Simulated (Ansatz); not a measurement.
G0W0 rungs for SiO2 (Stishovite).

```yaml
crystal:
  lattice:
    - [4.17730, 0.00000, 0.00000]
    - [0.00000, 4.17730, 0.00000]
    - [0.00000, 0.00000, 2.66520]
  atoms:
    - { symbol: Si, position: [0.00000, 0.00000, 0.00000] }
    - { symbol: Si, position: [0.50000, 0.50000, 0.50000] }
    - { symbol: O, position: [0.30590, 0.30590, 0.00000] }
    - { symbol: O, position: [0.19410, 0.80590, 0.50000] }
    - { symbol: O, position: [0.69410, 0.69410, 0.00000] }
    - { symbol: O, position: [0.80590, 0.19410, 0.50000] }
```

The cell and positions come from the Crystallography Open Database and are kept as given unless a step says otherwise.

Runs so far (Ansatz 0.2.0, start PBE, hard PAW files, 6×6×8 mesh). Times are wall times on 1 × NVIDIA H100 80GB HBM3 (shared by 3 runs) with 4 threads of AMD EPYC 7R13 (Zen 3), shared host, good to a factor of about two.

| bands summed | cutoff (eV) | gap on the mesh (eV) | time |
| --- | --- | --- | --- |
| 137 | 110 | 8.388 | 46 s |
| 292 | 190 | 8.610 | 74 s |
| 484 | 270 | 8.700 | 2.3 min |

Q: What should the next rung give, with 798 bands and screening to 380 eV, and where is the limit?

The error falls about as one over the bands when the cutoff rises with them. A line through the two highest rungs given predicts 8.754 eV; the run gave 8.748 eV, close to it. The two highest rungs put the limit near 8.822 eV, the pair below near 8.837 eV; their difference is a rough measure of what is unsettled in bands and cutoff; the mesh is a separate error.

Gaps are over the mesh's points; an edge off the mesh would be missed. Limits: not at the basis limit.

[Paths, hosts, dates, memory and timing lines, banners, echoed tables and standing remarks are left out of the program output.]

[Logs are printed without paths, hosts, clocks, repeated set-up lines and the standing remarks that a program may print on its own settings, such as how far it seeks lower states.]

[Runs of the session that timed out or met a known fault of the program may be left out.]

[Cells called generated may have been cut or substituted from an entry of the Crystallography Open Database or the Materials Project.]

[Hosts, paths, dates, database ids (printed as entryN), source tags and the programs' standing remarks are cut or masked in the printed files.]
